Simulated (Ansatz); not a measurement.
# Mn3PPt (Pm-3m): the Drude term of Re ε in the infrared

Re ε of Mn3PPt (Pm-3m) at low photon energies is read from one computed spectrum; the carriers' damping was typed as γ = 0.2 eV.

The structure is cubic, space group Pm-3m (No. 221). Conventional cell: a = 4.282 Å, b = 4.282 Å, c = 4.282 Å, α = 90.00°, β = 90.00°, γ = 90.00°. Around Pt on site a lie 12 Mn at 3.03 Å. Mn on site c has 2 P at 2.14 Å as nearest neighbours. P on site b has 6 Mn at 2.14 Å as nearest neighbours.

Method: Ansatz 0.2.0, PBE, independent particles, k-mesh 8×8×8 with interpolation inside its cells, Gaussian parameter 0.2 eV.

Launch of the response step: `ansatz run input.yaml --threads 2 --pin off --max-ram 5120MiB --backend cpu --events-out ev --progress --plain --runs-dir out`. The run took 6.2 min, on 2 threads of Arm Neoverse V1, with other jobs on the host.

```tsv
photon energy E (eV)	wavelength (µm)	Re ε
0.25	4.96	-36.4
0.30	4.13	?
0.35	3.54	-11.6
0.40	3.10	-5.4
0.50	2.48	0.3
0.60	2.07	1.9
0.70	1.77	2.4
```

A Drude term over a constant background gives Re ε = ε_b − ωp²/(E² + γ²), linear in 1/(E² + γ²).

Working, on the rows shown:

| x = 1/(E² + γ²) (eV⁻²) | y = Re ε |
| --- | --- |
| 9.7561 | -36.4 |
| 6.15385 | -11.6 |
| 5 | -5.4 |
| 3.44828 | 0.3 |
| 2.5 | 1.9 |
| 1.88679 | 2.4 |

Means: x̄ = 4.7908, ȳ = -8.1333. Σ(x − x̄)(y − ȳ) = -209.4, Σ(x − x̄)² = 42.04. Slope = -209.4 / 42.04 = -4.981; intercept = ȳ − slope · x̄ = 15.73. The line misses the rows shown by at most 3.9.

Task: Fill in the last column of the withheld row.

Result: At x = 7.6923 the line gives y = -22.586. The run gave -21.4, so the interpolation is off by 1.2, 3 % of the range in the table. The law describes these rows poorly: it misses even the rows shown by over a tenth of the range.

Refitted with all rows, the slope is -4.921 and the intercept 15.588. These give ωp = √(−slope) = 2.22 eV, against 3.35 eV from the program's Fermi-surface sum, and an intercept of 15.6. Taking the program's Drude term off the rows leaves 73 at the lowest energy and 24 at the highest, so the background isn't constant: interband transitions lie in or near the window, and neither fitted number can be trusted. The structure is a model and need not exist. The values come from a sum over the points of one k-mesh and carry its error, which is largest for Fermi-surface quantities. Spin-orbit coupling is left out.

[Logs are printed without paths, hosts, clocks, repeated set-up lines and the standing remarks that a program may print on its own settings, such as how far it seeks lower states.]
